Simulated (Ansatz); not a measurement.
## The gap of CuBiPbS3 (Aikinite): a ladder of methods and an error budget

Aim: a best estimate of the quasiparticle gap of CuBiPbS3 (Aikinite), with each correction and its cost laid out.

Main program and level: Ansatz 0.2.0; density functionals, hybrids, G0W0, plane waves, PAW.

Report form: the programs' logs are mostly left out.

In doubt: the program warns that the response may not be converged on this k-mesh (step 7), which bears on dielectric and field responses; one-shot GW on d or f shells is unsure (steps 8, 9, 10, 11, 12), so the values of those runs are not to be relied on; masses and optical values from hybrid runs of this build are listed as unsure (step 11), which bears on the screening that GW takes from such a start.

**1. The structure**

The structure is orthorhombic, space group Pnma (No. 62). Conventional cell: a = 11.638 Å, b = 4.039 Å, c = 11.319 Å, α = 90.00°, β = 90.00°, γ = 90.00°. Nearest to Cu lie 4 S at 2.31 to 2.40 Å. Bi has 6 S at 2.66 to 3.16 Å nearest. Nearest to Pb lie 7 S at 2.89 to 3.26 Å and 2 Cu at 3.29 Å. S has 2 Cu at 2.35 Å and 1 Bi at 2.66 Å and 2 Pb at 2.99 Å nearest. Nearest to S lie 1 Cu at 2.31 Å and 3 Pb at 2.89 to 2.99 Å and 2 Bi at 2.95 Å. Nearest to S lie 1 Cu at 2.40 Å and 3 Bi at 2.76 to 3.16 Å and 2 Pb at 3.26 Å. Farther neighbours and most contacts between anions are not listed.

The cell and positions come from the Crystallography Open Database and are kept as given unless a step says otherwise. Spin-orbit coupling is left out unless a step names it. The default PAW set here is soft_2. Its files were made with PBE.

**2. LDA bands**

Levels along a band path, at the cheap level, show where the edges lie and whether the meshes to come will hold them.

This step: DFT, LDA, plane waves, PAW.

input.yaml

```yaml
crystal:
  lattice:
    - [11.638, 0.0, 0.0]
    - [0.0, 4.039, 0.0]
    - [0.0, 0.0, 11.319]
  atoms:
    - { symbol: Cu, position: [0.2338, 0.25, 0.2085] }
    - { symbol: Cu, position: [0.2662, 0.75, 0.7085] }
    - { symbol: Cu, position: [0.7338, 0.25, 0.2915] }
    - { symbol: Cu, position: [0.7662, 0.75, 0.7915] }
    - { symbol: Bi, position: [0.0189, 0.25, 0.6827] }
    - { symbol: Bi, position: [0.4811, 0.75, 0.1827] }
    - { symbol: Bi, position: [0.5189, 0.25, 0.8173] }
    - { symbol: Bi, position: [0.9811, 0.75, 0.3173] }
    - { symbol: Pb, position: [0.8329, 0.25, 0.0105] }
    - { symbol: Pb, position: [0.6671, 0.75, 0.5105] }
    - { symbol: Pb, position: [0.3329, 0.25, 0.4895] }
    - { symbol: Pb, position: [0.1671, 0.75, 0.9895] }
    - { symbol: S, position: [0.716, 0.25, 0.6986] }
    - { symbol: S, position: [0.784, 0.75, 0.1986] }
    - { symbol: S, position: [0.216, 0.25, 0.8014] }
    - { symbol: S, position: [0.284, 0.75, 0.3014] }
    - { symbol: S, position: [0.0467, 0.25, 0.14] }
    - { symbol: S, position: [0.4533, 0.75, 0.64] }
    - { symbol: S, position: [0.5467, 0.25, 0.36] }
    - { symbol: S, position: [0.9533, 0.75, 0.86] }
    - { symbol: S, position: [0.3775, 0.25, 0.0559] }
    - { symbol: S, position: [0.1225, 0.75, 0.5559] }
    - { symbol: S, position: [0.8775, 0.25, 0.4441] }
    - { symbol: S, position: [0.6225, 0.75, 0.9441] }
kpoints:
  mp_grid: { grid: [2, 6, 2] }
  band_path:
    path:
      - [[0.0, 0.0, 0.0], [0.5, 0.0, 0.0], [0.5, 0.5, 0.0], [0.0, 0.5, 0.0], [0.0, 0.0, 0.0], [0.0, 0.0, 0.5], [0.5, 0.0, 0.5], [0.5, 0.5, 0.5], [0.0, 0.5, 0.5], [0.0, 0.0, 0.5]]
      - [[0.5, 0.0, 0.0], [0.5, 0.0, 0.5]]
      - [[0.0, 0.5, 0.0], [0.0, 0.5, 0.5]]
      - [[0.5, 0.5, 0.0], [0.5, 0.5, 0.5]]
    npoints: 6
hamiltonian:
  xc: lda
scf:
  occupations: { method: fermi_dirac, width: 0.02 }
  n_extra_bands: 12
output:
  eigenvalues: true
```

Run with:

```sh
$ ansatz run input.yaml --threads 32 --pin off --max-ram 129024MiB --backend cuda --events-out ev --progress --plain --runs-dir out --devices 1 --max-vram 157GiB  # rebuilt from the run's record
```

It took 2.7 s on 1 × NVIDIA GB200 with 32 threads of Arm Neoverse V2, shared host; peak memory 1.5 GiB.

Numbers from this step:

| Quantity | Value |
| --- | --- |
| filled bands | 132 |
| gap | 0.5879 eV |
| valence top at | k = (0.000, 0.000, 0.417) |
| conduction bottom at | k = (0.000, 0.250, 0.000) |
| least direct gap | 0.6189 eV |

The gap is indirect, with the least direct gap 0.03 eV higher.

The electronic bands at the labelled points (eV, zero at the top of the highest nominally filled band):

```
    point  band 129  band 130  band 131  band 132  band 133  band 134  band 135  band 136
        Γ     -0.33     -0.26     -0.21     -0.21      0.82      0.93      1.05      1.32
  halfway     -0.33     -0.28     -0.18     -0.14      0.81      1.04      1.04      1.23
        X     -0.32     -0.32     -0.16     -0.16      1.06      1.06      1.07      1.07
  halfway     -0.65     -0.65     -0.57     -0.57      1.01      1.01      1.86      1.86
        S     -0.62     -0.62     -0.62     -0.62      1.60      1.60      1.60      1.60
  halfway     -0.67     -0.67     -0.63     -0.63      1.45      1.45      1.50      1.50
        Y     -0.66     -0.66     -0.65     -0.65      1.37      1.37      1.48      1.48
  halfway     -0.72     -0.60     -0.56     -0.45      0.59      1.30      1.82      1.97
        Γ     -0.33     -0.26     -0.21     -0.21      0.82      0.93      1.05      1.32
  halfway     -0.33     -0.32     -0.12     -0.04      0.62      0.92      1.35      1.43
        Z     -0.33     -0.33     -0.01     -0.01      0.68      0.68      1.44      1.44
  halfway     -0.36     -0.36     -0.12     -0.12      0.83      0.83      1.54      1.54
        U     -0.32     -0.32     -0.26     -0.26      0.98      0.98      1.60      1.60
  halfway     -0.55     -0.55     -0.47     -0.47      1.59      1.59      1.62      1.62
        R     -0.78     -0.78     -0.78     -0.78      1.50      1.50      1.50      1.50
  halfway     -0.84     -0.84     -0.74     -0.74      1.17      1.17      1.52      1.52
        T     -0.81     -0.81     -0.72     -0.72      0.99      0.99      1.47      1.47
  halfway     -0.61     -0.61     -0.42     -0.42      1.25      1.25      1.42      1.42
        Z     -0.33     -0.33     -0.01     -0.01      0.68      0.68      1.44      1.44
jump to X     -0.32     -0.32     -0.16     -0.16      1.06      1.06      1.07      1.07
  halfway     -0.34     -0.34     -0.18     -0.18      0.94      0.94      1.39      1.39
        U     -0.32     -0.32     -0.26     -0.26      0.98      0.98      1.60      1.60
jump to Y     -0.66     -0.66     -0.65     -0.65      1.37      1.37      1.48      1.48
  halfway     -0.76     -0.76     -0.68     -0.68      1.10      1.10      1.37      1.37
        T     -0.81     -0.81     -0.72     -0.72      0.99      0.99      1.47      1.47
jump to S     -0.62     -0.62     -0.62     -0.62      1.60      1.60      1.60      1.60
```

**3. LDA+SOC**

Spin-orbit coupling can split or shift the edges; a non-collinear run measures by how much.

This step: DFT, LDA with spin-orbit coupling, plane waves, PAW.

Changes to input.yaml since step 2:

```diff
@@ -34,7 +34,14 @@
     path:
-      - [[0.0, 0.0, 0.0], [0.5, 0.0, 0.0], [0.5, 0.5, 0.0], [0.0, 0.5, 0.0], [0.0, 0.0, 0.0], [0.0, 0.0, 0.5], [0.5, 0.0, 0.5], [0.5, 0.5, 0.5], [0.0, 0.5, 0.5], [0.0, 0.0, 0.5]]
-      - [[0.5, 0.0, 0.0], [0.5, 0.0, 0.5]]
-      - [[0.0, 0.5, 0.0], [0.0, 0.5, 0.5]]
-      - [[0.5, 0.5, 0.0], [0.5, 0.5, 0.5]]
-    npoints: 6
+      - [0.0, 0.0, 0.0]
+      - [0.5, 0.0, 0.0]
+      - [0.5, 0.5, 0.0]
+      - [0.0, 0.5, 0.0]
+      - [0.0, 0.0, 0.5]
+      - [0.5, 0.0, 0.5]
+      - [0.5, 0.5, 0.5]
+      - [0.0, 0.5, 0.5]
+      - [0.0, 0.0, 0.4166666667]
+      - [0.0, 0.25, 0.0]
+      - [0.0, 0.0, 0.3333333333]
+    npoints: 1
 hamiltonian:
@@ -43,3 +50,6 @@
   occupations: { method: fermi_dirac, width: 0.02 }
-  n_extra_bands: 12
+  n_extra_bands: 24
+magnetization:
+  noncollinear: true
+  spin_orbit: true
 output:
```

The job ended after 4.4 s (1 × NVIDIA GB200 with 32 threads; peak memory 3 GiB).

Numbers from this step:

| Property | Result |
| --- | --- |
| gap | 0.3624 eV |
| valence top at | k = (0.000, 0.000, 0.417) |
| conduction bottom at | k = (0.000, 0.000, 0.333) |
| least direct gap | 0.3729 eV |

The gap stands −0.23 eV against LDA.

**4. r2SCAN**

r2SCAN sits between gradient functionals and hybrids in what it does to gaps, at little more than semilocal cost.

This step: DFT, r2SCAN, plane waves, PAW.

Changes to input.yaml since step 3:

```diff
@@ -47,9 +47,6 @@
 hamiltonian:
-  xc: lda
+  xc: r2scan
 scf:
-  occupations: { method: fermi_dirac, width: 0.02 }
-  n_extra_bands: 24
-magnetization:
-  noncollinear: true
-  spin_orbit: true
+  occupations: { method: fixed }
+  n_extra_bands: 12
 output:
```

The job ended after 2.5 s (1 × NVIDIA GB200 with 32 threads; peak memory 1.8 GiB; 13 s of CPU time).

Numbers from this step:

```
gap                  : 0.8569 eV
valence top at       : k = (0.000, 0.000, 0.417)
conduction bottom at : k = (0.000, 0.250, 0.000)
least direct gap     : 0.9086 eV
```

The gap stands +0.27 eV against LDA.

**5. HSE06**

The screened hybrid is the usual rung above semilocal functionals: a quarter of exact exchange, cut off beyond a few ångström.

This step: DFT, HSE06, plane waves, PAW.

Changes to input.yaml since step 4:

```diff
@@ -31,3 +31,3 @@
 kpoints:
-  mp_grid: { grid: [2, 6, 2] }
+  mp_grid: { grid: [2, 4, 2] }
   band_path:
@@ -47,3 +47,3 @@
 hamiltonian:
-  xc: r2scan
+  xc: hse06
 scf:
```

The job ended after 29 s (1 × NVIDIA GB200 with 32 threads; peak memory 4 GiB; 9.4 min of CPU time).

This step gave:

| Item | Value |
| --- | --- |
| gap | 1.435 eV |
| valence top at | k = (0.000, 0.000, 0.417) |
| conduction bottom at | k = (0.000, 0.250, 0.000) |
| least direct gap | 1.451 eV |

The gap stands +0.85 eV against LDA.

**6. PBE0**

PBE0 differs from HSE06 by long-range exchange, so the pair shows what that tail is worth.

This step: DFT, PBE0, plane waves, PAW.

Changes to input.yaml since step 5:

```diff
@@ -47,3 +47,3 @@
 hamiltonian:
-  xc: hse06
+  xc: pbe0
 scf:
```

Elapsed: 29 s, on 1 × NVIDIA GB200 with 32 threads; peak memory 4 GiB; 9.2 min of CPU time.

Numbers from this step:

* gap: 2.072 eV
* valence top at: k = (0.000, 0.000, 0.417)
* conduction bottom at: k = (0.000, 0.000, 0.333)
* least direct gap: 2.084 eV

The gap stands +1.48 eV against LDA.

**7. Dielectric tensor**

The response to a uniform field gives ε∞, a yardstick for the screening that GW builds on its mesh.

This step: dielectric response by perturbation theory, LDA, plane waves, PAW.

Changes to input.yaml since step 6:

```diff
@@ -31,23 +31,7 @@
 kpoints:
-  mp_grid: { grid: [2, 4, 2] }
-  band_path:
-    path:
-      - [0.0, 0.0, 0.0]
-      - [0.5, 0.0, 0.0]
-      - [0.5, 0.5, 0.0]
-      - [0.0, 0.5, 0.0]
-      - [0.0, 0.0, 0.5]
-      - [0.5, 0.0, 0.5]
-      - [0.5, 0.5, 0.5]
-      - [0.0, 0.5, 0.5]
-      - [0.0, 0.0, 0.4166666667]
-      - [0.0, 0.25, 0.0]
-      - [0.0, 0.0, 0.3333333333]
-    npoints: 1
+  mp_grid: { grid: [2, 6, 2] }
 hamiltonian:
-  xc: pbe0
+  xc: lda
 scf:
   occupations: { method: fixed }
-  n_extra_bands: 12
-output:
-  eigenvalues: true
+dielectric: {}
```

It took 28 s on 1 × NVIDIA GB200 with 32 threads; peak memory 18 GiB; 7 min of CPU time.

This step gave:

```yaml
stated_error_of_eps_infinity: 0.38
```

One over ε∞ averages 0.06, well under the quarter of exact exchange in PBE0, which by this rule of thumb may open the gap too far, though a start with so narrow a gap overstates ε∞.

High-frequency dielectric tensor:

```
15.63  0.00  0.00
 0.00 18.27  0.00
 0.00  0.00 17.51
```

**8. G0W0, 2×4×2 mesh, 229 empty bands, screening to 33 eV**

G0W0 replaces the xc potential by the self-energy, built once from these orbitals. Only a window of levels is corrected, while the sums run over the empty bands that the input names.

This step: G0W0 on LDA, plane waves, PAW.

Changes to input.yaml since step 7:

```diff
@@ -31,3 +31,3 @@
 kpoints:
-  mp_grid: { grid: [2, 6, 2] }
+  mp_grid: { grid: [2, 4, 2] }
 hamiltonian:
@@ -36,2 +36,7 @@
   occupations: { method: fixed }
-dielectric: {}
+gw:
+  n_empty_bands: 229
+  ecut_chi: 33
+  qp_bands: [v2, c2]
+  qp_kpoints: band_edges
+  screening: { model: contour_deformation }
```

The job ended after 23 s (1 × NVIDIA GB200 with 32 threads; peak memory 2.7 GiB; 48 s of CPU time).

Numbers from this step:

- bands summed: 361
- RPA ε∞ on this mesh (eigenvalues): 16.93, 17.87, 18.28
- plane waves in the screening matrix: 231
- G0W0 gap on the mesh: 1.449 eV
- k of the valence top: 0, 0, -0.5
- k of the conduction bottom: 0, 0.25, 0
- starting gap on the mesh: 0.5953 eV
- least direct G0W0 gap on the computed points: 1.557 eV

The gap on the mesh goes from 0.60 eV to 1.45 eV, a correction of +0.85 eV. Between the two edge states, bare exchange in place of the xc potential would open the gap by 7.26 eV, and correlation takes back 6.41 eV.

**9. G0W0, 2×4×2 mesh, 647 empty bands, screening to 66 eV**

Bands and screening cutoff are moved together, since each hides the error of the other.

Changes to input.yaml since step 8:

```diff
@@ -37,4 +37,4 @@
 gw:
-  n_empty_bands: 229
-  ecut_chi: 33
+  n_empty_bands: 647
+  ecut_chi: 66
   qp_bands: [v2, c2]
```

It took 37 s on 1 × NVIDIA GB200 with 32 threads; peak memory 4.5 GiB.

Numbers from this step:

| Quantity | Value |
| --- | --- |
| bands summed | 779 |
| RPA ε∞ on this mesh (eigenvalues) | 16.71, 17.57, 17.96 |
| plane waves in the screening matrix | 649 |
| G0W0 gap on the mesh | 1.073 eV |
| k of the valence top | 0, 0, -0.5 |
| k of the conduction bottom | 0, 0.25, 0 |
| starting gap on the mesh | 0.5953 eV |
| least direct G0W0 gap on the computed points | 1.168 eV |

Against the run with 2×4×2 mesh, 229 empty bands, screening to 33 eV, the gap moves by −0.38 eV.

**10. G0W0, 2×4×2 mesh, 1393 empty bands, screening to 110 eV**

Changes to input.yaml since step 9:

```diff
@@ -37,4 +37,4 @@
 gw:
-  n_empty_bands: 647
-  ecut_chi: 66
+  n_empty_bands: 1393
+  ecut_chi: 110.0
   qp_bands: [v2, c2]
```

The job ended after 94 s (1 × NVIDIA GB200 with 32 threads; peak memory 8.9 GiB; 4.7 min of CPU time).

Numbers from this step:

```yaml
bands_summed: 1525
rpa_eps_infinity_on_this_mesh_eigenvalues: 16.67, 17.48, 17.88
plane_waves_in_the_screening_matrix: 1403
q_points_in_the_mesh: 16
g0w0_gap_on_the_mesh: 0.9439 eV
k_of_the_valence_top: 0, 0, -0.5
k_of_the_conduction_bottom: 0, 0.25, 0
starting_gap_on_the_mesh: 0.5953 eV
z_at_the_valence_top: 0.7022
z_at_the_conduction_bottom: 0.7715
least_direct_g0w0_gap_on_the_computed_points: 1.027 eV
```

Against the run with 2×4×2 mesh, 647 empty bands, screening to 66 eV, the gap moves by −0.13 eV.

Limits: finite bands, cutoff and mesh; model gap, bands may invert with spin-orbit coupling; d shell near the gap, gap tends to lie low; no spin-orbit coupling; coarse k mesh. v1 is the top filled band, c1 the lowest empty one. Levels before and after the correction, in eV, zero at the valence-band top of each column:

```
           conduction bottom  valence top
Kohn-Sham               0.60         0.00
     G0W0               0.94         0.00
```

```
                      level  occupation  energy (eV)
Kohn-Sham  (0 0 -0.5) v2-v1           2        0.000
Kohn-Sham  (0 0 -0.5) c1-c2           0        0.686
Kohn-Sham     (0 0.25 0) v2           2       -0.549
Kohn-Sham     (0 0.25 0) v1           2       -0.442
Kohn-Sham     (0 0.25 0) c1           0        0.595
Kohn-Sham     (0 0.25 0) c2           0        1.305
     G0W0  (0 0 -0.5) v2-v1           2        0.000
     G0W0  (0 0 -0.5) c1-c2           0        1.027
     G0W0     (0 0.25 0) v2           2       -0.554
     G0W0     (0 0.25 0) v1           2       -0.433
     G0W0     (0 0.25 0) c1           0        0.944
     G0W0     (0 0.25 0) c2           0        1.721
```

How the two edges are built up, in eV (the quasiparticle level is the starting level plus Σx plus Σc less Vxc):

```
       run               edge  start      Σx     Σc     Vxc     Z     QP
 361 bands        valence top   9.02  -28.09   3.74  -24.28  0.72   8.95
 361 bands  conduction bottom   9.62  -10.24  -2.67  -13.68  0.78  10.40
 779 bands        valence top   9.02  -28.09   3.83  -24.28  0.71   9.04
 779 bands  conduction bottom   9.62  -10.24  -2.95  -13.68  0.77  10.11
1525 bands        valence top   9.02  -28.09   3.77  -24.28  0.70   8.98
1525 bands  conduction bottom   9.62  -10.24  -3.15  -13.68  0.77   9.92
```

**11. G0W0@HSE06, 2×4×2 mesh, 647 empty bands, screening to 66 eV**

The same correction from a different start measures what one shot leaves open. Bands and cutoff differ from the step before, so it is read against an earlier run that matches them.

This step: G0W0 on HSE06, plane waves, PAW.

Changes to input.yaml since step 10:

```diff
@@ -33,3 +33,3 @@
 hamiltonian:
-  xc: lda
+  xc: hse06
 scf:
@@ -37,4 +37,4 @@
 gw:
-  n_empty_bands: 1393
-  ecut_chi: 110.0
+  n_empty_bands: 647
+  ecut_chi: 66
   qp_bands: [v2, c2]
```

It took 2.1 min on 1 × NVIDIA GB200 with 32 threads; peak memory 6.5 GiB; 8.3 min of CPU time.

Numbers from this step:

| Property | Result |
| --- | --- |
| bands summed | 779 |
| RPA ε∞ on this mesh (eigenvalues) | 9.494, 10.57, 10.86 |
| plane waves in the screening matrix | 649 |
| G0W0 gap on the mesh | 1.195 eV |
| k of the valence top | 0, 0, -0.5 |
| k of the conduction bottom | 0, 0.25, 0 |
| starting gap on the mesh | 1.436 eV |
| least direct G0W0 gap on the computed points | 1.295 eV |

Against the run with 2×4×2 mesh, 647 empty bands, screening to 66 eV on LDA, the gap moves by +0.12 eV, while the start moved by +0.84 eV.

**12. G0W0@LDA, 2×4×2 mesh, 647 empty bands, screening to 66 eV, plasmon pole**

A plasmon pole stands in for the full frequency dependence of the screening; this run shows what that costs in accuracy.

This step: G0W0 on LDA, plane waves, PAW.

Changes to input.yaml since step 11:

```diff
@@ -33,3 +33,3 @@
 hamiltonian:
-  xc: hse06
+  xc: lda
 scf:
@@ -41,2 +41,2 @@
   qp_kpoints: band_edges
-  screening: { model: contour_deformation }
+  screening: { model: godby_needs }
```

Wall time 35 s (1 × NVIDIA GB200 with 32 threads); peak memory 4.5 GiB; 2.8 min of CPU time.

Numbers from this step:

```yaml
bands_summed: 779
plasmon_pole_fit_frequency: 26.16 eV
rpa_eps_infinity_on_this_mesh_eigenvalues: 16.71, 17.57, 17.96
plane_waves_in_the_screening_matrix: 649
g0w0_gap_on_the_mesh: 1.027 eV
k_of_the_valence_top: 0, 0, -0.5
k_of_the_conduction_bottom: 0, 0.25, 0
starting_gap_on_the_mesh: 0.5953 eV
least_direct_g0w0_gap_on_the_computed_points: 1.126 eV
```

Against the run with 2×4×2 mesh, 647 empty bands, screening to 66 eV, the gap moves by −0.05 eV.

[end of part 1 of 2]

[Paths, hosts, dates, memory and timing lines, banners, echoed tables and standing remarks are left out of the program output.]

[Logs are printed without paths, hosts, clocks, repeated set-up lines and the standing remarks that a program may print on its own settings, such as how far it seeks lower states.]

[Runs of the session that timed out or met a known fault of the program may be left out.]

[Cells called generated may have been cut or substituted from an entry of the Crystallography Open Database or the Materials Project.]

[Hosts, paths, dates, database ids (printed as entryN), source tags and the programs' standing remarks are cut or masked in the printed files.]
